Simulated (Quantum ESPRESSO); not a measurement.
## E(M) of MnO (Manganosite)

Wanted: E(M) for MnO (Manganosite) from a parallel start.

Method: PBEsol; plane waves with GBRV 1.5 PBEsol potentials, no spin-orbit coupling, in Quantum ESPRESSO 7.5.

## (1) Set-up

It takes space group Fm-3m (No. 225, cubic). The conventional cell has a = 4.446 Å, b = 4.446 Å, c = 4.446 Å, α = 90.00°, β = 90.00°, γ = 90.00°. Mn has 6 O at 2.22 Å nearest. Nearest to O lie 6 Mn at 2.22 Å. Farther neighbours and most contacts between anions are not listed.

The cell comes from the Crystallography Open Database.

## (2) No moment imposed

Contents of pw.in:

```
&CONTROL
  calculation = 'scf'
  prefix = 'pwscf'
  outdir = './tmp'
  pseudo_dir = './pseudo'
  disk_io = 'nowf'
/
&SYSTEM
  ibrav = 0
  celldm(1) = 8
  nat = 2
  ntyp = 2
  ecutwfc = 40
  ecutrho = 280
  nbnd = 19
  occupations = 'smearing'
  smearing = 'fd'
  degauss = 0.00999582
  nspin = 2
  starting_magnetization(1) = 0.3
  starting_magnetization(2) = 0
/
&ELECTRONS
  conv_thr = 4d-09
  electron_maxstep = 150
  mixing_beta = 0.3
/
ATOMIC_SPECIES
Mn     54.9380 mn_pbesol_v1.5.uspp.F.UPF
O      15.9990 o_pbesol_v1.2.uspp.F.UPF
CELL_PARAMETERS alat
   0.0000000000000    0.5251076468804    0.5251076468804
   0.5251076468804    0.0000000000000    0.5251076468804
   0.5251076468804    0.5251076468804    0.0000000000000
ATOMIC_POSITIONS crystal
Mn      0.0000000000    0.0000000000    0.0000000000
O       0.5000000000    0.5000000000    0.5000000000
K_POINTS automatic
8 8 8 0 0 0
```

The run is started by

```bash
> OMP_NUM_THREADS=1 mpirun -n 2 pw.x -nk 2 -in pw.in > pw.out
```

The log of the run:

```text
Program PWSCF v.7.5 starts

     Message from routine setup:
     using ibrav=0 with symmetry is DISCOURAGED, use correct ibrav instead

     K-points division:     npool     =       2
     Subspace diagonalization in iterative solution of the eigenvalue problem:

     G-vector sticks info
     --------------------
     sticks:   dense  smooth     PW     G-vecs:    dense   smooth      PW
     Sum         673     379    121                11791     5029     941

     Using Slab Decomposition

     bravais-lattice index     =            0
     lattice parameter (alat)  =       8.0000  a.u.
     unit-cell volume          =     148.2672 (a.u.)^3
     number of atoms/cell      =            2
     number of atomic types    =            2
     number of electrons       =        21.00
     number of Kohn-Sham states=           19
     kinetic-energy cutoff     =      40.0000  Ry
     charge density cutoff     =     280.0000  Ry
     scf convergence threshold =      4.0E-09
     mixing beta               =       0.3000
     number of iterations used =            8  plain     mixing
     Exchange-correlation= SLA  PW   PSX  PSC
                           (   1   4  10   8   0   0   0)

     celldm(1)=   8.000000  celldm(2)=   0.000000  celldm(3)=   0.000000
     celldm(4)=   0.000000  celldm(5)=   0.000000  celldm(6)=   0.000000

     crystal axes: (cart. coord. in units of alat)
               a(1) = (   0.000000   0.525108   0.525108 )
               a(2) = (   0.525108   0.000000   0.525108 )
               a(3) = (   0.525108   0.525108   0.000000 )

     reciprocal axes: (cart. coord. in units 2 pi/alat)
               b(1) = ( -0.952186  0.952186  0.952186 )
               b(2) = (  0.952186 -0.952186  0.952186 )
               b(3) = (  0.952186  0.952186 -0.952186 )

     PseudoPot. # 1 for Mn read from file:
     mn_pbesol_v1.5.uspp.F.UPF
     Pseudo is Ultrasoft + core correction, Zval = 15.0
     Generated by new atomic code, or converted to UPF format
     Using radial grid of  859 points,  6 beta functions with:
                l(1) =   0
                l(2) =   0
                l(3) =   1
                l(4) =   1
                l(5) =   2
                l(6) =   2
     Q(r) pseudized with  8 coefficients,  rinner =    0.950   0.950   0.950
                                                       0.950   0.950

     PseudoPot. # 2 for O  read from file:
     o_pbesol_v1.2.uspp.F.UPF
     Pseudo is Ultrasoft + core correction, Zval =  6.0
     Generated by new atomic code, or converted to UPF format
     Using radial grid of  737 points,  5 beta functions with:
                l(1) =   0
                l(2) =   0
                l(3) =   1
                l(4) =   1
                l(5) =   2
     Q(r) pseudized with  8 coefficients,  rinner =    0.900   0.900   0.900
                                                       0.900   0.900

     atomic species   valence    mass     pseudopotential
     Mn               15.00    54.93800     Mn( 1.00)
     O                 6.00    15.99900     O ( 1.00)

     Starting magnetic structure
     atomic species   magnetization
     Mn              0.300
     O               0.000

     48 Sym. Ops., with inversion, found

   Cartesian axes

     site n.     atom                  positions (alat units)
         1        Mn     tau(   1) = (   0.0000000   0.0000000   0.0000000  )
         2        O      tau(   2) = (   0.5251076   0.5251076   0.5251076  )

     number of k points=    29  Fermi-Dirac smearing, width (Ry)=  0.0100
                       cart. coord. in units 2pi/alat
        k(    1) = (   0.0000000   0.0000000   0.0000000), wk =   0.0019531
        k(    2) = (   0.1190232   0.1190232  -0.1190232), wk =   0.0156250
        k(    3) = (   0.2380464   0.2380464  -0.2380464), wk =   0.0156250
        k(    4) = (   0.3570696   0.3570696  -0.3570696), wk =   0.0156250
        k(    5) = (  -0.4760929  -0.4760929   0.4760929), wk =   0.0078125
        [... 24 further k-points ...]

     Dense  grid:    11791 G-vectors     FFT dimensions: (  32,  32,  32)

     Smooth grid:     5029 G-vectors     FFT dimensions: (  24,  24,  24)

     Check: negative core charge=   -0.000053
     Generating pointlists ...
     new r_m :   0.2166 (alat units)  1.7329 (a.u.) for type    1
     new r_m :   0.2166 (alat units)  1.7329 (a.u.) for type    2

     Initial potential from superposition of free atoms

     starting charge      20.4999, renormalised to      21.0000
     Starting wfcs are   17 randomized atomic wfcs +    2 random wfcs

     Self-consistent Calculation

     iteration #  1     ecut=    40.00 Ry     beta= 0.30
     Davidson diagonalization with overlap
     ethr =  1.00E-02,  avg # of iterations =  4.8

     total energy              =    -243.15108529 Ry
     estimated scf accuracy    <       0.72322151 Ry

     total magnetization       =     4.46 Bohr mag/cell
     absolute magnetization    =     4.46 Bohr mag/cell

     iteration #  2     ecut=    40.00 Ry     beta= 0.30
     Davidson diagonalization with overlap
     ethr =  3.44E-03,  avg # of iterations =  1.6

     total energy              =    -243.31784315 Ry
     estimated scf accuracy    <       0.07098644 Ry

     total magnetization       =     4.55 Bohr mag/cell
     absolute magnetization    =     4.55 Bohr mag/cell

     iteration #  3     ecut=    40.00 Ry     beta= 0.30
     Davidson diagonalization with overlap
     ethr =  3.38E-04,  avg # of iterations =  1.5

     total energy              =    -243.33085674 Ry
     estimated scf accuracy    <       0.01078272 Ry

     total magnetization       =     4.65 Bohr mag/cell
     absolute magnetization    =     4.65 Bohr mag/cell

     [... further iterations left out ...]

     iteration #  8     ecut=    40.00 Ry     beta= 0.30
     Davidson diagonalization with overlap
     ethr =  1.16E-08,  avg # of iterations =  2.0

     negative rho (up, down):  0.000E+00 4.196E-04

     total energy              =    -243.33352393 Ry
     estimated scf accuracy    <       0.00000005 Ry

     total magnetization       =     4.71 Bohr mag/cell
     absolute magnetization    =     4.71 Bohr mag/cell

     iteration #  9     ecut=    40.00 Ry     beta= 0.30
     Davidson diagonalization with overlap
     ethr =  2.41E-10,  avg # of iterations =  2.0

     negative rho (up, down):  0.000E+00 4.197E-04

     total energy              =    -243.33352404 Ry
     estimated scf accuracy    <       0.00000002 Ry

     total magnetization       =     4.71 Bohr mag/cell
     absolute magnetization    =     4.71 Bohr mag/cell

     iteration # 10     ecut=    40.00 Ry     beta= 0.30
     Davidson diagonalization with overlap
     ethr =  9.28E-11,  avg # of iterations =  2.0

     negative rho (up, down):  0.000E+00 4.196E-04

     total energy              =    -243.33352408 Ry
     estimated scf accuracy    <          5.3E-09 Ry

     total magnetization       =     4.71 Bohr mag/cell
     absolute magnetization    =     4.71 Bohr mag/cell

     iteration # 11     ecut=    40.00 Ry     beta= 0.30
     Davidson diagonalization with overlap
     ethr =  2.50E-11,  avg # of iterations =  2.0

     negative rho (up, down):  0.000E+00 4.194E-04

     Magnetic moment per site  (integrated on atomic sphere of radius R)
     atom   1 (R=0.217)  charge= 12.5933  magn=  4.0037
     atom   2 (R=0.217)  charge=  5.9112  magn=  0.2214

     End of self-consistent calculation

     [... lines left out ...]
     the Fermi energy is    13.1924 ev

!    total energy              =    -243.33352410 Ry
     estimated scf accuracy    <          3.0E-10 Ry
     smearing contrib. (-TS)   =      -0.00370363 Ry
     internal energy E=F+TS    =    -243.32982046 Ry

     The total energy is F=E-TS. E is the sum of the following terms:
     one-electron contribution =    -109.39386872 Ry
     hartree contribution      =      65.54268861 Ry
     xc contribution           =     -33.70299786 Ry
     ewald contribution        =    -165.77564249 Ry

     total magnetization       =     4.71 Bohr mag/cell
     absolute magnetization    =     4.71 Bohr mag/cell

     convergence has been achieved in  11 iterations

=------------------------------------------------------------------------------=
   JOB DONE.
=------------------------------------------------------------------------------=
```

Elapsed: 7.7 s, on 2 MPI ranks of Intel Xeon 6975P-C (Granite Rapids), shared host; peak memory 0.17 GiB.

Spin moment in the atom's sphere by atom:

```
atom  spin moment in the atom's sphere (μB)
 Mn1                                   4.00
  O2                                   0.22
```

Numbers from this step:

| Quantity | Value |
| --- | --- |
| smearing term TS | 0.05039 eV |
| magnetization | 4.711 μB |
| absolute magnetization | 4.711 μB |
| final state | ferromagnetic |

## (3) Moment fixed at 0 μB

The two spin channels are filled to separate Fermi energies, so that the total moment meets the target. Half of the up one less the down one is the slope dE/dM.

Changes to pw.in since step 2:

```diff
@@ -14,3 +14,3 @@
   ecutrho = 280
-  nbnd = 19
+  nbnd = 20
   occupations = 'smearing'
@@ -19,4 +19,5 @@
   nspin = 2
-  starting_magnetization(1) = 0.3
+  starting_magnetization(1) = 0.015
   starting_magnetization(2) = 0
+  tot_magnetization = 0
 /
```

The log of the run:

```text
     [... lines left out ...]
Program PWSCF v.7.5 starts
     [... lines left out ...]
     number of atoms/cell      =            2
     [... lines left out ...]
     number of electrons       =        21.00 (up:  10.50, down:  10.50)
     number of Kohn-Sham states=           20
     kinetic-energy cutoff     =      40.0000  Ry
     charge density cutoff     =     280.0000  Ry
     scf convergence threshold =      4.0E-09
     [... lines left out ...]
     48 Sym. Ops., with inversion, found
     [... lines left out ...]
     number of k points=    29  Fermi-Dirac smearing, width (Ry)=  0.0100
     [... lines left out ...]
     iteration # 14     ecut=    40.00 Ry     beta= 0.30
     [... lines left out ...]
     Magnetic moment per site  (integrated on atomic sphere of radius R)
     atom   1 (R=0.217)  charge= 12.5965  magn=  0.0001
     atom   2 (R=0.217)  charge=  5.8287  magn= -0.0001
     [... lines left out ...]
     the spin up/dw Fermi energies are    12.7056   12.7053 ev
!    total energy              =    -243.18476796 Ry
     estimated scf accuracy    <          3.4E-09 Ry
     smearing contrib. (-TS)   =      -0.02880641 Ry
     [... lines left out ...]
     total magnetization       =    -0.00 Bohr mag/cell
     absolute magnetization    =     0.00 Bohr mag/cell
     convergence has been achieved in  14 iterations
```

It took 8.4 s on 2 MPI ranks; peak memory 0.17 GiB.

Numbers from this step:

* magnetization: 0 μB
* absolute magnetization: 0 μB
* half the difference of the two Fermi energies: 0.1 meV
* largest moment: 0 μB

## (4) Moment fixed at 0.795 μB

Changes to pw.in since step 3:

```diff
@@ -14,3 +14,3 @@
   ecutrho = 280
-  nbnd = 20
+  nbnd = 21
   occupations = 'smearing'
@@ -19,5 +19,5 @@
   nspin = 2
-  starting_magnetization(1) = 0.015
+  starting_magnetization(1) = 0.053
   starting_magnetization(2) = 0
-  tot_magnetization = 0
+  tot_magnetization = 0.795
 /
```

The log of the run:

```text
     [... lines left out ...]
Program PWSCF v.7.5 starts
     [... lines left out ...]
     number of atoms/cell      =            2
     [... lines left out ...]
     number of electrons       =        21.00 (up:  10.90, down:  10.10)
     number of Kohn-Sham states=           21
     kinetic-energy cutoff     =      40.0000  Ry
     charge density cutoff     =     280.0000  Ry
     scf convergence threshold =      4.0E-09
     [... lines left out ...]
     48 Sym. Ops., with inversion, found
     [... lines left out ...]
     number of k points=    29  Fermi-Dirac smearing, width (Ry)=  0.0100
     [... lines left out ...]
     iteration # 15     ecut=    40.00 Ry     beta= 0.30
     [... lines left out ...]
     Magnetic moment per site  (integrated on atomic sphere of radius R)
     atom   1 (R=0.217)  charge= 12.5972  magn=  0.7462
     atom   2 (R=0.217)  charge=  5.8302  magn= -0.0045
     [... lines left out ...]
     the spin up/dw Fermi energies are    12.4662   12.9989 ev
!    total energy              =    -243.19284956 Ry
     estimated scf accuracy    <          2.3E-09 Ry
     smearing contrib. (-TS)   =      -0.02530570 Ry
     [... lines left out ...]
     total magnetization       =     0.80 Bohr mag/cell
     absolute magnetization    =     0.85 Bohr mag/cell
     convergence has been achieved in  15 iterations
```

Elapsed: 10 s, on 2 MPI ranks; peak memory 0.17 GiB.

Spin moment in the atom's sphere by atom:

```
atom  spin moment in the atom's sphere (μB)
 Mn1                                  0.746
  O2                                 -0.004
```

This step gave:

```yaml
magnetization: 0.795 μB
absolute_magnetization: 0.85 μB
half_the_difference_of_the_two_fermi_energies: -266.4 meV
```

(Part 1 of 2 ends here.)

[Logs and program files are shortened in this print: banners, set-up blocks, solver, clock and traceback lines can be left out without a mark of their own.]

[Logs are printed without paths, hosts, clocks, repeated set-up lines and the standing remarks that a program may print on its own settings, such as how far it seeks lower states.]

[Hosts, paths, dates, database ids (printed as entryN), source tags and the programs' standing remarks are cut or masked in the printed files.]

[Where a cell is said to come from a database of computed structures, the database is the Materials Project.]
